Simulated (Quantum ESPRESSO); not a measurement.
# Re (hcp): which axis gives way under pressure?

Cell and atoms of hcp Re are relaxed at set pressures, to see how each axis shrinks. The phase is followed to these pressures whether or not it stays the stable one.

Calculated with Quantum ESPRESSO 7.5, PBEsol, GBRV 1.5 ultrasoft potentials, cutoff 680 eV, Fermi–Dirac smearing 0.05 eV, k-mesh 18×18×10, no spin polarisation, no spin-orbit coupling.

Reference cell, relaxed at zero pressure with PBEsol (P6_3/mmc): a = 2.7502 Å, b = 2.7502 Å, c = 4.4425 Å, α = 90.00°, β = 90.00°, γ = 120.00°.

```
atom       x       y       z
  Re  0.3333  0.6667  0.7500
  Re  0.6667  0.3333  0.2500
```

| P (GPa) | a (Å) | c (Å) | c/a |
| --- | --- | --- | --- |
| −4.02 | 2.7599 | 4.4580 | 1.6153 |
| 0.02 | 2.7502 | 4.4425 | 1.6154 |
| 5.03 | 2.7388 | 4.4243 | 1.6154 |
| 10.06 | 2.7280 | 4.4070 | 1.6155 |
| 15.06 | 2.7178 | 4.3906 | 1.6155 |
| 30.15 | 2.6899 | 4.3455 | 1.6155 |

**Question.** Give the linear compressibility of each axis at zero pressure, and the edges at 20.10 GPa, a row left out above.

Least squares with l = l0 + l1 P + l2 P² gives for a: l0 = 2.7503 Å, l1 = −2.325e−3 Å/GPa, l2 = 1.07e−5 Å/GPa², so β = −l1/l0 = 0.845 × 10⁻³ GPa⁻¹ and the withheld edge is 2.7079 Å. The run itself gives 2.7081 Å, so the estimate misses by 0.0002 Å; the fitted rows themselves lie up to 0.0001 Å off the law.

Least squares with l = l0 + l1 P + l2 P² gives for c: l0 = 4.4427 Å, l1 = −3.712e−3 Å/GPa, l2 = 1.63e−5 Å/GPa², so β = −l1/l0 = 0.836 × 10⁻³ GPa⁻¹ and the withheld edge is 4.3746 Å. The run itself gives 4.3748 Å, so the estimate misses by 0.0002 Å; the fitted rows themselves lie up to 0.0001 Å off the law.

The compressibilities add to the volume compressibility, 2β_a + β_c = 2.527 × 10⁻³ GPa⁻¹, or B0 ≈ 396 GPa; a parabola over so wide a range errs a few per cent to the stiff side. The axes shrink nearly alike.

[Logs are printed without paths, hosts, clocks, repeated set-up lines and the standing remarks that a program may print on its own settings, such as how far it seeks lower states.]
